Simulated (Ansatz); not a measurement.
# What LiZnI3 (model cell, started as cubic perovskite with Zn in the octahedra) distorts into, part 2 of 3

Which phase does LiZnI3 (model cell, started as cubic perovskite with Zn in the octahedra) fall into along its unstable mode, and how much energy does it gain?

Ansatz 0.2.0; DFT PBEsol, scalar-relativistic, plane waves, PAW; PAW set soft_1.

So far, highest frequency on the path or at a solved wavevector (cm⁻¹): step 2 (the dispersion) 144. Also lowest frequency on the path (cm⁻¹): step 2 -171.

The structure was built from a prototype and need not be the compound's stable phase.

## 4. The mode frozen in, largest atomic shift 0.6 Å

The atoms are moved along the unstable eigenvector, the largest shift by 0.6 Å, with the cell fixed.

Contents of input.yaml:

```yaml
crystal:
  lattice:
    - [5.5671905569, 5.5671905569, 0.0]
    - [5.5671905569, 0.0, 5.5671905569]
    - [5.5671905569, 0.0, -5.5671905569]
  atoms:
    - { symbol: Li, position: [-0.0762079301, 0.5762079301, 0.5] }
    - { symbol: Li, position: [0.0762079301, -0.0762079301, 1.0] }
    - { symbol: Zn, position: [0.5, 0.25, 0.75] }
    - { symbol: Zn, position: [0.5, 0.75, 0.25] }
    - { symbol: I, position: [0.5, 0.5012122495, 0.5012122495] }
    - { symbol: I, position: [0.5, -0.0012122495, -0.0012122495] }
    - { symbol: I, position: [0.0, -0.0012122495, 0.4987877505] }
    - { symbol: I, position: [0.0, 0.5012122495, 0.0012122495] }
    - { symbol: I, position: [0.5024244989, -0.0024244989, 0.5] }
    - { symbol: I, position: [0.4975755011, 0.5024244989, 0.0] }
kpoints:
  mp_grid: { grid: [6, 6, 6] }
hamiltonian:
  xc: pbesol
  pseudopotentials: { kind: paw, azcp: { folder: soft_1 }, xc_functional: pbe }
scf:
  occupations: { method: methfessel_paxton, width: 0.2 }
output:
  forces: true
  stress: true
  eigenvalues: true
```

The run is started by

```bash
> ansatz run input.yaml --threads 4 --pin off --max-ram 16384MiB --backend cpu --events-out ev --progress --plain --runs-dir out
```

Numbers of over 12 decimals in the logs are rounded to 6 here.

The program printed:

```text
[...]
Crystal: 10 atoms, lattice volume = 345.095 Å³
Basis set: ecut = 420 eV, 6735 PW (Γ), exchange–correlation on 108×108×108 points (8 copies of the dense FFT grid, shifted against one another)
Bands: 80, of which v1, the nominal top of the filled ones, is band 66 counted from 1 (65 counted from 0)
Symmetry: 8 space group operations
[...]
k-points: 46 of 216
[...]
k-point 0: bands = [... 62 lower, 4.1602, 4.1772, 4.5078, 4.5531, 4.5682, 6.9511, 6.9983, 8.4297, ... 10 higher]
  k-point 1: bands = [... 62 lower, 3.8608, 4.3257, 4.4095, 4.4380, 4.4665, 7.1591, 7.2294, 8.0086, ... 10 higher]
  k-point 2: bands = [... 62 lower, 3.9368, 4.2064, 4.2768, 4.2850, 5.1055, 7.0655, 7.6500, 7.8287, ... 10 higher]
  k-point 45: bands = [... 62 lower, 3.7570, 3.7624, 4.1554, 4.5451, 6.8186, 8.1878, 8.4604, 8.5370, ... 10 higher]
[key lines of the parts left out:]
SCF converged after 11 iterations
Free energy (F): -51566.894087 eV
Fermi energy:    4.537686 eV
P = ⅓ Tr σ = 0.0671 GPa (0.671 kbar)
```

Elapsed: 28 s, on 4 threads of Arm Neoverse V1, shared host; peak memory 1.4 GiB.

Numbers from this step:

| Item | Value |
| --- | --- |
| pressure | 0.06713 GPa |
| energy from the undistorted cell | -25.39 meV/atom |

The energy, extrapolated to zero smearing, is -25.39 meV/atom against the undistorted cell.

The run ends at a pressure of 0.07 GPa, with forces up to 0.38 eV/Å.

## 5. Energy along the mode, all amplitudes (two of the runs are shown above)

An imaginary frequency means negative curvature, so the energy should fall and then rise again as anharmonic terms take over.

This step gave:

| Property | Result |
| --- | --- |
| depth at the lowest point sampled | 25.39 meV/atom |
| largest atomic shift at that point | 0.6 Å |

Energy from the parent against largest atomic shift:

```
largest atomic shift (Å)  energy from the parent (meV/atom)
                   0.000                                  0
                   0.040                             -0.121
                   0.080                             -0.483
                   0.140                              -1.48
                   0.220                              -3.63
                   0.320                              -7.60
                   0.450                              -14.8
                   0.600                              -25.4
```

Displacement at unit largest shift by atom:

```
atom   x (Å)   y (Å)   z (Å)   size
 Li1   0.000  -0.707   0.707  1.000
 Li2   0.000   0.707  -0.707  1.000
 Zn3   0.000   0.000   0.000  0.000
 Zn4   0.000   0.000   0.000  0.000
  I5   0.022   0.000   0.000  0.022
  I6  -0.022   0.000   0.000  0.022
  I7  -0.022   0.000   0.000  0.022
  I8   0.022   0.000   0.000  0.022
  I9   0.000   0.022  -0.022  0.031
 I10   0.000  -0.022   0.022  0.031
```

The lowest of the steps tried is the last one, at 0.6 Å, 25.4 meV/atom below the parent; the bottom of the well need not coincide with a step.

## 6. Relaxation from the frozen mode

Starting from the lowest point found, all atoms and the cell are let go, so that strain and other modes of the same symmetry can join in.

input.yaml, as its differences from that of step 4:

```diff
@@ -27 +27,6 @@
   eigenvalues: true
+relax:
+  adjacent_minimum: "off"
+  f_tol: 0.002
+  max_steps: 120
+  cell: { stress_tol: 0.03 }
```

The program printed:

```text
[...]
Crystal: 10 atoms, lattice volume = 345.095 Å³
Basis set: ecut = 420 eV, 6735 PW (Γ), exchange–correlation on 108×108×108 points (8 copies of the dense FFT grid, shifted against one another)
Bands: 80, of which v1, the nominal top of the filled ones, is band 66 counted from 1 (65 counted from 0)
Symmetry: 8 space group operations
[...]
k-points: 46 of 216
[...]
SCF iter   1: F=—  HF=-51568.945420 eV  |F-HF|=—  |Δ(HF+E_count)|=         —  Δρ=5.36e-2  dr2=6.64e0  ethr=3.10e-3  ⟨swp⟩=9.2  Hψ=18140  notcnv=0
[...]
SCF iter  11: F=-51566.894087 eV  HF=-51566.894087 eV  |F-HF|=1.04e-8  |Δ(HF+E_count)|=   1.85e-7  S|Δr|=    0.00e0  Δρ=3.54e-6  dr2=4.31e-8  ethr=7.58e-11  ⟨swp⟩=15.4  Hψ=22302  notcnv=0
SCF 1 converged in 11 iterations: F = -51566.894087 eV  dr2 = 4.31e-8
[...]
relax step   1: F+E_penalty+E_count = -51566.89408720 eV  Δ(F+E_penalty+E_count) = +0.000e0 eV  max|allowed force component| = 2.658e-1 eV/Å  Δτ_max = 0.0000 Å  P = +0.067 GPa  Ω = 345.095 Å³  (11 SCF iters, dr2 threshold 1.00e-7 eV, accepted)
Crystal: 10 atoms, lattice volume = 349.315 Å³
Basis set: ecut = 420 eV, 6843 PW (Γ), exchange–correlation on 108×108×108 points (8 copies of the dense FFT grid, shifted against one another)
[...]
SCF iter   6: F=-51567.118117 eV  HF=-51567.118115 eV  |F-HF|=1.91e-6  |Δ(HF+E_count)|=   1.01e-5  S|Δr|=    0.00e0  Δρ=1.31e-5  dr2=7.34e-7  ethr=7.58e-10  ⟨swp⟩=10.6  Hψ=20865  notcnv=0
SCF 2 converged in 6 iterations: F = -51567.118117 eV  dr2 = 7.34e-7
relax step   2: F+E_penalty+E_count = -51567.11811712 eV  Δ(F+E_penalty+E_count) = -2.240e-1 eV  max|allowed force component| = 3.160e-1 eV/Å  Δτ_max = 0.1949 Å  P = -0.087 GPa  Ω = 349.315 Å³  energy of the carried Pulay correction = -7.016e-4 eV  (6 SCF iters, dr2 threshold 1.00e-6 eV, accepted)
Crystal: 10 atoms, lattice volume = 353.268 Å³
Basis set: ecut = 420 eV, 6883 PW (Γ), exchange–correlation on 108×108×108 points (8 copies of the dense FFT grid, shifted against one another)
[...]
SCF iter   7: F=-51567.303160 eV  HF=-51567.303160 eV  |F-HF|=1.61e-7  |Δ(HF+E_count)|=   3.25e-6  S|Δr|=    0.00e0  Δρ=5.06e-6  dr2=1.19e-7  ethr=7.58e-10  ⟨swp⟩=12.4  Hψ=18090  notcnv=0
SCF 3 converged in 7 iterations: F = -51567.303160 eV  dr2 = 1.19e-7
relax step   3: F+E_penalty+E_count = -51567.30315979 eV  Δ(F+E_penalty+E_count) = -1.850e-1 eV  max|allowed force component| = 2.513e-1 eV/Å  Δτ_max = 0.1938 Å  P = -0.061 GPa  Ω = 353.268 Å³  energy of the carried Pulay correction = -1.346e-3 eV  (7 SCF iters, dr2 threshold 1.00e-6 eV, accepted)
[... from here on, the SCF cycles and remarks between the steps are left out ...]
relax step   4: F+E_penalty+E_count = -51567.39818657 eV  Δ(F+E_penalty+E_count) = -9.503e-2 eV  max|allowed force component| = 3.841e-1 eV/Å  Δτ_max = 0.1950 Å  P = +0.125 GPa  Ω = 356.148 Å³  energy of the carried Pulay correction = -1.808e-3 eV  (7 SCF iters, dr2 threshold 1.00e-6 eV, accepted)
relax step   5: F+E_penalty+E_count = -51567.65854624 eV  Δ(F+E_penalty+E_count) = -2.604e-1 eV  max|allowed force component| = 4.153e-1 eV/Å  Δτ_max = 0.2000 Å  P = -0.179 GPa  Ω = 359.573 Å³  energy of the carried Pulay correction = -2.350e-3 eV  (7 SCF iters, dr2 threshold 1.00e-6 eV, accepted)
relax step   6: F+E_penalty+E_count = -51567.93452234 eV  Δ(F+E_penalty+E_count) = -2.760e-1 eV  max|allowed force component| = 5.285e-1 eV/Å  Δτ_max = 0.2000 Å  P = -0.270 GPa  Ω = 360.153 Å³  energy of the carried Pulay correction = -2.441e-3 eV  (7 SCF iters, dr2 threshold 1.00e-6 eV, accepted)
relax step   7: F+E_penalty+E_count = -51568.23313542 eV  Δ(F+E_penalty+E_count) = -2.986e-1 eV  max|allowed force component| = 2.938e-1 eV/Å  Δτ_max = 0.1943 Å  P = -0.619 GPa  Ω = 357.032 Å³  energy of the carried Pulay correction = -1.949e-3 eV  (7 SCF iters, dr2 threshold 1.00e-6 eV, accepted)
relax step   8: F+E_penalty+E_count = -51568.45853041 eV  Δ(F+E_penalty+E_count) = -2.254e-1 eV  max|allowed force component| = 1.787e-1 eV/Å  Δτ_max = 0.2000 Å  P = -0.317 GPa  Ω = 345.084 Å³  energy of the carried Pulay correction = +1.710e-6 eV  (7 SCF iters, dr2 threshold 1.00e-6 eV, accepted)
relax step   9: F+E_penalty+E_count = -51568.56015602 eV  Δ(F+E_penalty+E_count) = -1.016e-1 eV  max|allowed force component| = 4.433e-2 eV/Å  Δτ_max = 0.2000 Å  P = -0.381 GPa  Ω = 337.395 Å³  energy of the carried Pulay correction = +1.318e-3 eV  (7 SCF iters, dr2 threshold 1.00e-6 eV, accepted)
relax step  10: F+E_penalty+E_count = -51568.55677184 eV  Δ(F+E_penalty+E_count) = +3.384e-3 eV  max|allowed force component| = 1.793e-1 eV/Å  Δτ_max = 0.1365 Å  P = +0.096 GPa  Ω = 325.942 Å³  energy of the carried Pulay correction = +3.373e-3 eV  (7 SCF iters, dr2 threshold 1.00e-6 eV, rejected (line search))
relax step  11: F+E_penalty+E_count = -51568.58205441 eV  Δ(F+E_penalty+E_count) = -2.190e-2 eV  max|allowed force component| = 2.197e-2 eV/Å  Δτ_max = 0.0658 Å  P = -0.022 GPa  Ω = 331.048 Å³  energy of the carried Pulay correction = +2.442e-3 eV  (11 SCF iters, accepted)
relax step  12: F+E_penalty+E_count = -51568.58336727 eV  Δ(F+E_penalty+E_count) = -1.313e-3 eV  max|allowed force component| = 1.035e-2 eV/Å  Δτ_max = 0.0249 Å  P = -0.021 GPa  Ω = 330.302 Å³  energy of the carried Pulay correction = +2.577e-3 eV  (6 SCF iters, dr2 threshold 3.02e-8 eV, accepted)
relax step  13: F+E_penalty+E_count = -51568.58381206 eV  Δ(F+E_penalty+E_count) = -4.448e-4 eV  max|allowed force component| = 4.437e-3 eV/Å  Δτ_max = 0.0227 Å  P = +0.003 GPa  Ω = 330.215 Å³  energy of the carried Pulay correction = +2.592e-3 eV  (7 SCF iters, dr2 threshold 6.69e-9 eV, accepted)
relax step  14: F+E_penalty+E_count = -51568.58378446 eV  Δ(F+E_penalty+E_count) = +2.760e-5 eV  max|allowed force component| = 5.687e-3 eV/Å  Δτ_max = 0.0072 Å  P = -0.016 GPa  Ω = 330.460 Å³  energy of the carried Pulay correction = +2.548e-3 eV  (7 SCF iters, dr2 threshold 1.23e-9 eV, accepted)
relax step  15: F+E_penalty+E_count = -51568.58384759 eV  Δ(F+E_penalty+E_count) = -6.313e-5 eV  max|allowed force component| = 1.947e-4 eV/Å  Δτ_max = 0.0016 Å  P = -0.000 GPa  Ω = 330.330 Å³  energy of the carried Pulay correction = +2.572e-3 eV  (6 SCF iters, dr2 threshold 3.26e-9 eV, accepted)
[...]
SCF iter   6: F=-51568.581243 eV  HF=-51568.581243 eV  |F-HF|=7.28e-12  |Δ(HF+E_count)|=  7.35e-10  S|Δr|=    0.00e0  Δρ=1.32e-7  dr2=3.15e-11  ethr=1.00e-12  ⟨swp⟩=8.9  Hψ=20825  notcnv=0
SCF 16 converged in 6 iterations: F = -51568.581243 eV  dr2 = 3.15e-11
relax step  16: F+E_penalty+E_count = -51568.58124298 eV  Δ(F+E_penalty+E_count) = +2.605e-3 eV  max|allowed force component| = 1.973e-4 eV/Å  Δτ_max = 0.0000 Å  P = -0.001 GPa  Ω = 330.330 Å³  stress off target by 2.18e-3 GPa  SCF on the basis re-selected at this cell (its energy is not comparable with the rows above)  (6 SCF iters)
basis re-selected at this cell: Δ(F+E_penalty+E_count) = +2.605e-3 eV, ΔP = -0.001 GPa vs the last step (what re-selecting the basis moved, of the pressure what is left beyond the Pulay correction that the steps carried, after the strain that the cell walked since its last selection, with what the two solves' SCF thresholds leave and, on support functions, any second-order correction that the steps lacked; it is no m [...]
SCF converged after 6 iterations
[...]
Free energy (F): -51568.581243 eV
[...]
Internal energy: -51568.581401 eV  (E = F + TS)
E sigma→0 (E₀):  -51568.581282 eV
Entropy (-TS):   0.000158 eV (0.016 meV/atom)
Fermi energy:    4.839320 eV
[...]
--- Forces (eV/Å), atoms counted from 1 ---
  atom   1  Li     0.00000000    -0.00019731     0.00019731
  atom   2  Li     0.00000000     0.00019731    -0.00019731
  atom   3  Zn     0.00000000     0.00000000     0.00000000
  atom   4  Zn     0.00000000     0.00000000    -0.00000000
  atom   5  I      0.00013117    -0.00000000    -0.00000000
  atom   6  I     -0.00013117     0.00000000     0.00000000
  atom   7  I     -0.00013117     0.00000000    -0.00000000
  atom   8  I      0.00013117    -0.00000000     0.00000000
  atom   9  I      0.00000000    -0.00002699     0.00002699
  atom  10  I     -0.00000000     0.00002699    -0.00002699
  max |Σ_I F_I| component: 3.47e-18 eV/Å
--- Stress (GPa, compression-positive) ---
       -0.002185      -0.000000      -0.000000
       -0.000000      -0.000401       0.000022
       -0.000000       0.000022      -0.000401
  P = ⅓ Tr σ = -0.0010 GPa (-0.010 kbar)
--- Band table (eV; the first three rows and the last of 46) ---
  k-point 0: bands = [... 62 lower, 3.9538, 3.9742, 4.2238, 4.3434, 5.2109, 8.1329, 8.4577, 8.5933, ... 10 higher]
  k-point 1: bands = [... 62 lower, 3.9272, 4.0511, 4.1293, 4.2278, 5.4505, 8.2031, 8.5719, 8.8168, ... 10 higher]
  k-point 2: bands = [... 62 lower, 3.8310, 4.0199, 4.0675, 4.1211, 5.9078, 7.3561, 9.3058, 9.3690, ... 10 higher]
  k-point 45: bands = [... 62 lower, 3.5210, 3.8233, 3.9358, 4.2907, 6.5583, 7.3131, 8.6522, 9.3454, ... 10 higher]
--- Relaxed structure (15 steps of the walk, 14 accepted, 1 SCFs on fresh bases) ---
  F+E_penalty+E_count = -51568.58124298 eV   max|allowed force component| = 1.973e-4 eV/Å   (the final SCF, on the basis selected at the relaxed cell)
  cell:  # Å, volume = 330.3297 Å³
    - [5.347147, 5.557749, 0.012953]
    - [5.347147, 0.012953, 5.557749]
    - [5.347147, -0.012953, -5.557749]
  atoms:
    - { symbol: Li, position: [-0.226153, 0.726153, 0.5] }
    - { symbol: Li, position: [0.226153, -0.226153, 1.0] }
    - { symbol: Zn, position: [0.500000, 0.250000, 0.75] }
    - { symbol: Zn, position: [0.5, 0.75, 0.250000] }
    - { symbol: I, position: [0.500000, 0.557995, 0.557995] }
    - { symbol: I, position: [0.500000, -0.057995, -0.057995] }
    - { symbol: I, position: [0.0, -0.057995, 0.442005] }
    - { symbol: I, position: [2.168404344971009e-19, 0.557995, 0.057995] }
    - { symbol: I, position: [0.394615, 0.105385, 0.5] }
    - { symbol: I, position: [0.605385, 0.394615, 8.326672684688674e-17] }
```

It took 6.8 min on 4 threads; peak memory 1.5 GiB.

Step by step:

```
step  energy less that of the first step (eV)  largest force component (eV/Å)  pressure (GPa)  volume (Å³)
   1                                   0.0000                          0.2658            0.07       345.09
   2                                  -0.2240                          0.3160           -0.09       349.32
   3                                  -0.4091                          0.2513           -0.06       353.27
   4                                  -0.5041                          0.3841            0.12       356.15
   5                                  -0.7645                          0.4153           -0.18       359.57
   6                                  -1.0404                          0.5285           -0.27       360.15
   7                                  -1.3390                          0.2938           -0.62       357.03
   8                                  -1.5644                          0.1787           -0.32       345.08
   9                                  -1.6661                          0.0443           -0.38       337.39
  10                                  -1.6627                          0.1793            0.10       325.94
  11                                  -1.6880                          0.0220           -0.02       331.05
  12                                  -1.6893                          0.0103           -0.02       330.30
  13                                  -1.6897                          0.0044            0.00       330.22
  14                                  -1.6897                          0.0057           -0.02       330.46
  15                                  -1.6898                          0.0002            0.00       330.33
 16*                                  -1.6872                          0.0002            0.00       330.33
```

Relaxation steps marked * repeat the geometry before them on a plane-wave basis chosen anew for their cell, so energy and pressure can jump there. Relaxation step 10 was tried and not accepted.

The run keeps the 8 symmetry operations that it works with, so distortions that break them were not tested.

```
conventional cell, symmetrised  before   after  change
                         a (Å)   7.873   7.878  +0.1 %
                         b (Å)  11.134  10.694  -4.0 %
                         c (Å)   7.873   7.842  -0.4 %
              volume (Å³/atom)   34.51   33.03  -4.3 %
```

The atoms that moved most (Å, as changes of fractional coordinates times the final cell):

```
atom      dx      dy      dz  length
 Li1   0.000  -0.831   0.831   1.176
 Li2   0.000   0.831  -0.831   1.176
  I9   0.000  -0.598   0.598   0.845
 I10   0.000   0.598  -0.598   0.845
  I6  -0.607   0.000   0.000   0.607
  I8   0.607   0.000   0.000   0.607
  I7  -0.607   0.000   0.000   0.607
  I5   0.607   0.000   0.000   0.607
```

This step gave:

* pressure: -9.95e-4 GPa
* volume per atom: 33.03 Å³
* gap on the k-mesh: 0.8284 eV

The distorted start has space group Imma; the relaxation ends in Imma.

## 7. The new phase in its own primitive cell

The relaxed structure is symmetrised, reduced to its primitive cell and relaxed tightly, as its phonons need.

Contents of input.yaml:

```yaml
crystal:
  lattice:
    - [-3.9390812548, 5.3471465705, 3.9207632392]
    - [3.9390812548, -5.3471465705, 3.9207632392]
    - [3.9390812548, 5.3471465705, -3.9207632392]
  atoms:
    - { symbol: Li, position: [0.4761525249, 0.2261525249, 0.25] }
    - { symbol: Li, position: [0.5238474751, 0.7738474751, 0.75] }
    - { symbol: Zn, position: [0.5, 0.5, 0.0] }
    - { symbol: Zn, position: [0.0, 0.5, 0.5] }
    - { symbol: I, position: [0.6920045679, 0.0, 0.1920045679] }
    - { symbol: I, position: [0.3079954321, 0.0, 0.8079954321] }
    - { symbol: I, position: [0.3079954321, 0.5, 0.3079954321] }
    - { symbol: I, position: [0.6920045679, 0.5, 0.6920045679] }
    - { symbol: I, position: [0.8553847701, 0.6053847701, 0.25] }
    - { symbol: I, position: [0.1446152299, 0.3946152299, 0.75] }
kpoints:
  mp_grid: { grid: [4, 4, 4] }
hamiltonian:
  xc: pbesol
  pseudopotentials: { kind: paw, azcp: { folder: soft_1 }, xc_functional: pbe }
scf:
  occupations: { method: fixed }
output:
  forces: true
  stress: true
  eigenvalues: true
relax:
  adjacent_minimum: "off"
  f_tol: 0.001
  max_steps: 60
  cell: { stress_tol: 0.01 }
```

The program printed:

```text
[...]
Crystal: 10 atoms, lattice volume = 330.330 Å³
Basis set: ecut = 420 eV, 6457 PW (Γ), exchange–correlation on 108×108×108 points (8 copies of the dense FFT grid, shifted against one another)
Bands: 80, of which v1, the nominal top of the filled ones, is band 66 counted from 1 (65 counted from 0)
Symmetry: 8 space group operations
[...]
k-points: 18 of 64
[...]
- { symbol: Zn, position: [0.5, 0.5, 0.0] }
    - { symbol: Zn, position: [0.0, 0.5, 0.5] }
    - { symbol: I, position: [0.692005, 2.7755575615628914e-17, 0.192005] }
    - { symbol: I, position: [0.3079954321, -2.7755575615628914e-17, 0.8079954321] }
    - { symbol: I, position: [0.3079954321, 0.5, 0.3079954321] }
    - { symbol: I, position: [0.692005, 0.5, 0.692005] }
    - { symbol: I, position: [0.8553847701, 0.6053847701, 0.25] }
    - { symbol: I, position: [0.144615, 0.3946152299, 0.75] }
[key lines of the parts left out:]
SCF converged after 7 iterations
Free energy (F): -51568.580105 eV
Fermi energy:    4.370777 eV
P = ⅓ Tr σ = 0.0003 GPa (0.003 kbar)
```

It took 22 s on 4 threads; peak memory 1.1 GiB.

Little changed from the start: no atom moved by 0.005 Å and no cell edge by 0.1 %.

This step gave:

| Item | Value |
| --- | --- |
| pressure | 3.16e-4 GPa |
| gap on the k-mesh | 0.8400 eV |
| direct gap on mesh | 0.8670 eV |

The largest force component left is 0.45 meV/Å and the pressure is 0.000 GPa, within the tolerances set. The cell now holds 33.03 Å³/atom.

[end of part 2 of 3]

[Logs are printed without paths, hosts, clocks, repeated set-up lines and the standing remarks that a program may print on its own settings, such as how far it seeks lower states.]

[Hosts, paths, dates, database ids (printed as entryN), source tags and the programs' standing remarks are cut or masked in the printed files.]
